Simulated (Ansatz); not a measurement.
# What BiN (model cell, started as CsCl type) distorts into, part 3 of 3

Which phase does BiN (model cell, started as CsCl type) fall into along its unstable mode, and how much energy does it gain?

Ansatz 0.2.0; DFT PBEsol, scalar-relativistic, plane waves, PAW.

So far. Step 4 (The mode frozen in, largest atomic shift 0.22 Å): The run ends at a pressure of 1.61 GPa, with forces up to 0.68 eV/Å. Step 5 (Energy along the mode, all amplitudes (two of the runs …): The lowest step is at 0.22 Å, 24.0 meV/atom below the parent, and the energy rises beyond it.

The structure was built from a prototype and need not be the compound's stable phase.

### Step 7. The new phase in its own primitive cell

The relaxed structure is symmetrised, reduced to its primitive cell and relaxed tightly, as its phonons need.

The input, input.yaml:

```yaml
crystal:
  lattice:
    - [6.7198826032, 0.0, 0.0]
    - [0.0, 3.3590951085, 0.0]
    - [0.0, 0.0, 3.6287133698]
  atoms:
    - { symbol: Bi, position: [0.25, 0.0, 0.423360322] }
    - { symbol: Bi, position: [0.75, 0.0, 0.576639678] }
    - { symbol: "N", position: [0.75, 0.5, 0.1961199469] }
    - { symbol: "N", position: [0.25, 0.5, 0.8038800531] }
kpoints:
  mp_grid: { grid: [6, 12, 12] }
hamiltonian:
  xc: pbesol
scf:
  occupations: { method: methfessel_paxton, width: 0.2 }
output:
  forces: true
  stress: true
  eigenvalues: true
relax:
  adjacent_minimum: "off"
  f_tol: 0.001
  max_steps: 60
  cell: { stress_tol: 0.01 }
```

Started as:

```bash
$ ansatz run input.yaml --threads 4 --pin off --max-ram 7168MiB --backend cpu --events-out ev --progress --plain --runs-dir out
```

What it wrote:

```text
[...]
Crystal: 4 atoms, lattice volume = 81.910 Å³
Basis set: ecut = 420 eV, 1589 PW (Γ), exchange–correlation on 90×48×50 points (8 copies of the dense FFT grid, shifted against one another)
Bands: 24, of which v1, the nominal top of the filled ones, is band 20 counted from 1 (19 counted from 0)
Symmetry: 8 space group operations
[...]
k-points: 196 of 864
[...]
--- Relaxed structure (8 steps of the walk, 7 accepted, 2 SCFs on fresh bases) ---
[...]
cell:  # Å, volume = 81.7201 Å³
    - [6.728023, 0.0, 0.0]
    - [0.0, 3.363067, 0.0]
    - [0.0, 0.0, 3.611652]
  atoms:
    - { symbol: Bi, position: [0.25, 0.0, 0.435190] }
    - { symbol: Bi, position: [0.750000, 0.0, 0.564810] }
    - { symbol: N, position: [0.750000, 0.500000, 0.182032] }
    - { symbol: N, position: [0.25, 0.500000, 0.817968] }
[key lines of the parts left out:]
SCF converged after 6 iterations
Free energy (F): -25236.659389 eV
Fermi energy:    9.245709 eV
P = ⅓ Tr σ = -0.0004 GPa (-0.004 kbar)
```

Wall time 48 s (4 threads of Arm Neoverse V2, shared host); peak memory 0.61 GiB.

Step by step:

```csv
step,energy less that of the first step (eV),largest force component (eV/Å),pressure (GPa),volume (Å³)
1,0.0000,0.0254,0.02,81.91
2,-0.0009,0.0138,0.02,81.59
3,-0.0010,0.0037,0.04,81.71
4,-0.0009,0.0036,-0.05,81.81
5,-0.0010,0.0004,0.00,81.75
6*,-0.0007,0.0004,0.00,81.75
7,-0.0008,0.0013,0.00,81.74
8,-0.0008,0.0012,-0.01,81.73
9,-0.0008,0.0001,0.00,81.72
10*,-0.0007,0.0001,0.00,81.72
```

Relaxation steps marked * repeat the geometry before them on a plane-wave basis chosen anew for their cell, so energy and pressure can jump there. Relaxation step 4 was tried and not accepted.

Forces are held to the 8 operations that the program found; a distortion that breaks them can't arise in this run.

```csv
"conventional cell, symmetrised",before,after,change
a (Å),6.720,6.728,+0.1 %
b (Å),3.359,3.363,+0.1 %
c (Å),3.629,3.612,-0.5 %
volume (Å³/atom),20.48,20.43,-0.2 %
```

The atoms that moved most (Å, as changes of fractional coordinates times the final cell):

```csv
atom,dx,dy,dz,length
N4,0.000,0.000,0.051,0.051
N3,0.000,0.000,-0.051,0.051
Bi2,0.000,0.000,-0.043,0.043
Bi1,0.000,0.000,0.043,0.043
```

The relaxed structure:

```xyz
4
Lattice="6.7280 0.0000 0.0000 0.0000 3.3631 0.0000 0.0000 0.0000 3.6117" Properties=species:S:1:pos:R:3 pbc="T T T"
Bi    1.6820    0.0000    1.5718
Bi    5.0460    0.0000    2.0399
N     5.0460    1.6815    0.6574
N     1.6820    1.6815    2.9542
```

Read from the output:

```
pressure        : -3.97e-4 GPa
volume per atom : 20.43 Å³
```

The largest force component left is 0.099 meV/Å and the pressure is 0.000 GPa, within the tolerances set. The cell now holds 20.43 Å³/atom.

### Step 8. Modes of the new phase, k-mesh 6×12×12

A relaxed structure may still be a saddle point, so its zone-centre modes are computed. No field response is asked, since the mesh shows no gap.

input.yaml, the sections that differ from step 7:

```yaml
crystal:
  lattice:
    - [6.7280234373, 0.0, 0.0]
    - [0.0, 3.3630665028, 0.0]
    - [0.0, 0.0, 3.6116523591]
  atoms:
    - { symbol: Bi, position: [0.25, 0.0, 0.4351898581] }
    - { symbol: Bi, position: [0.75, 0.0, 0.5648101419] }
    - { symbol: "N", position: [0.75, 0.5, 0.1820318562] }
    - { symbol: "N", position: [0.25, 0.5, 0.8179681438] }
output:
  eigenvalues: true
phonons:
  method: dfpt
# kpoints, hamiltonian, scf: as in step 7
# relax: removed
```

What it wrote:

```text
zone centre: on kpoints.mp_grid the ground state, and the responses unless they are solved on pairs of k-points, stand on 196 of the mesh's 864 k-points, reduced under 4 symmetry operations, with k and −k counted as one. Each operation leaves every solved displacement unchanged or reverses it
[...]
Crystal: 4 atoms, lattice volume = 81.720 Å³
Basis set: ecut = 420 eV, 1573 PW (Γ), exchange–correlation on 96×48×50 points (8 copies of the dense FFT grid, shifted against one another)
Bands: 24, of which v1, the nominal top of the filled ones, is band 20 counted from 1 (19 counted from 0)
Symmetry: 8 space group operations
k-points: 196 of 864 (irreducible under 4 space group operations, time reversal used)
[...]
SCF iter   1: F=—  HF=-25236.703225 eV  |F-HF|=—  |Δ(HF+E_count)|=         —  Δρ=1.43e-2  dr2=2.33e-1  ethr=1.77e-3  ⟨swp⟩=5.2  Hψ=21159  notcnv=0
[...]
SCF iter  10: F=-25236.659389 eV  HF=-25236.659389 eV  |F-HF|=3.64e-12  |Δ(HF+E_count)|=  5.82e-11  S|Δr|=    0.00e0  Δρ=6.53e-8  dr2=3.83e-12  ethr=1.00e-12  ⟨swp⟩=6.1  Hψ=23512  notcnv=0
SCF 1 converged in 10 iterations: F = -25236.659389 eV  dr2 = 3.83e-12
[...]
DFPT response loops at Γ: preconditioner auto → Kerker (q_TF=auto, 2.422 Å⁻¹) (partly filled bands, converged f_vac=0.000); β = 1.00, the filter's whole step (`scf.mixing.beta` (0.50) is not read by the response loops under this deck's `scf.mixing.preconditioner`; to damp them name `kerker` or `kerker_dos`, under which they read `scf.mixing.beta`, and type it under 1.00, their step now; both keys bind the ground state too); Broyden in place of MSR1
SCF converged after 10 iterations
[...]
Free energy (F): -25236.659389 eV
[...]
Internal energy: -25236.655787 eV  (E = F + TS)
E sigma→0 (E₀):  -25236.658488 eV
Entropy (-TS):   -0.003601 eV (-0.900 meV/atom)
Fermi energy:    9.245709 eV
[...]
--- Band table (eV; the first three rows and the last of 196) ---
  k-point 0: bands = [... 16 lower, 6.7885, 6.9141, 6.9340, 7.8932, 10.9276, 14.2570, 14.2609, 14.7741]
  k-point 1: bands = [... 16 lower, 6.9704, 7.0569, 7.1329, 7.9183, 10.8640, 13.9973, 14.0434, 14.6815]
  k-point 2: bands = [... 16 lower, 7.1295, 7.5362, 7.7710, 7.9750, 10.6788, 13.3586, 13.5340, 14.3573]
  k-point 195: bands = [... 16 lower, 4.6786, 4.6786, 8.3695, 8.3695, 10.4698, 10.4698, 14.8488, 14.8488]
--- Phonons (Γ-DFPT): 6 representative perturbations + reference, on 196 of 864 k-points (Σ response iterations 18) ---
  k mesh reduced under 4 symmetry operations, with k and −k counted as one. Each operation leaves every solved displacement unchanged or reverses it
  ASR residual: 2.072e-5 → 0.000e0 eV/Å²; symmetrization residual: 2.204e-6 eV/Å²
  ASR residual per site (eV/Å²): 2.07e-5 2.07e-5 5.16e-6 5.16e-6
  Γ frequencies (cm⁻¹): -60.61 -1.67 0.00 0.00 0.00 15.22 58.55 145.37 371.14 381.70 382.01 389.41
  non-analytic LO–TO correction: not included (Born effective charges unavailable; polar crystals: no LO–TO splitting at Γ)
```

The job ended after 64 s (4 threads; peak memory 1.6 GiB).

Read from the output:

```
sum-rule residual before enforcement                    : 2.07e-5 eV/Å²
point group                                             : mmm
highest optical mode at the zone centre (no LO-TO term) : 389.4 cm⁻¹
lowest optical zone-centre mode                         : -60.61 cm⁻¹
```

Patterns of degenerate modes are one choice out of their space. The modes at Γ (shares of kinetic energy by element, %) (negative means imaginary):

```csv
mode,frequency (cm⁻¹),symmetry,Bi %,N %
1,-60.6,B3u,6,94
2,-1.7,B3g,95,5
3,0.0,acoustic,94,6
4,0.0,acoustic,94,6
5,0.0,acoustic,94,6
6,15.2,Ag,95,5
7,58.5,B2g,100,0
8,145.4,B2g,0,100
9,371.1,B2u,6,94
10,381.7,B3g,5,95
11,382.0,B1u,6,94
12,389.4,Ag,5,95
```

Displacements in mode 1 (-60.6 cm⁻¹), the largest set to 1:
```
Bi1 -0.07  0.00  0.00
Bi2 -0.07  0.00  0.00
N3   1.00  0.00  0.00
N4   1.00  0.00  0.00
```

Displacements in mode 11 (382.0 cm⁻¹), the largest set to 1:
```
Bi1  0.00  0.00 -0.07
Bi2  0.00  0.00 -0.07
N3   0.00  0.00  1.00
N4   0.00  0.00  1.00
```

Before it was imposed, the acoustic sum rule was missed by 2.1e-5 eV/Å². Small misses are needed for a sound result but don't prove that mesh and cutoff are converged. The lowest optical mode is imaginary, 60.6i cm⁻¹, so the energy falls along it.

### Step 9. Summary of results

```yaml
unstable_mode_of_the_parent: q = (0, -0.5, -0.5), 256i cm⁻¹
depth_at_the_lowest_point_sampled: 24.0 meV/atom
largest_atomic_shift_at_that_point: 0.22 Å
space_group_reached: Pmma
energy_gained_over_the_parent_first_relaxation_on_the_mesh_of_the_frozen_mode: 161 meV/atom
volume_per_atom_phase_reached: 20.4 Å³
lowest_optical_zone_centre_mode_phase_reached: -60.6 cm⁻¹
highest_optical_mode_at_the_zone_centre_no_lo_to_term_phase_reached: 389 cm⁻¹
```

In words: Along this mode the structure falls into Pmma, 161 meV/atom below the parent. At the parent's cell the well is 24.03 meV/atom deep on the steps tried, with its lowest point at a shift of 0.22 Å. Relaxing atoms and cell changes the gain by +137.38 meV/atom against the lowest step (energies at zero smearing). Most of the total comes from this relaxation. The new phase still has an imaginary mode at the zone centre of its cell, so it is a saddle point on the way to a lower structure. Of the 4 patterns followed from this parent, this one ends 139 meV/atom above the lowest, Cmcm. Differences under 1.0 meV/atom are within the error of comparing unlike cells and meshes, so the order among close phases is not settled. Each path keeps the symmetry of its pattern, so a lower phase may lie along a pattern not tried. With no gap, or one that is small against the smearing, the frequencies hang on the k mesh and the smearing, most of all near Kohn anomalies. The volume moved by more than a tenth on the k mesh of the start, so the energy gain is rough. Spin-orbit coupling is left out, which can matter for the heavy elements here. A phonon run warned that its eigensolver left some bands unconverged in a pass. The starting cell was built on a prototype and not taken from a measurement, so the phase need not exist.

[Long decimals in the printed logs are rounded to 6 places.]

[Logs are printed without paths, hosts, clocks, repeated set-up lines and the standing remarks that a program may print on its own settings, such as how far it seeks lower states.]

[Hosts, paths, dates, database ids (printed as entryN), source tags and the programs' standing remarks are cut or masked in the printed files.]

[Where the starting crystal was built by hand or by swapping elements, it need not be the compound's stable phase.]
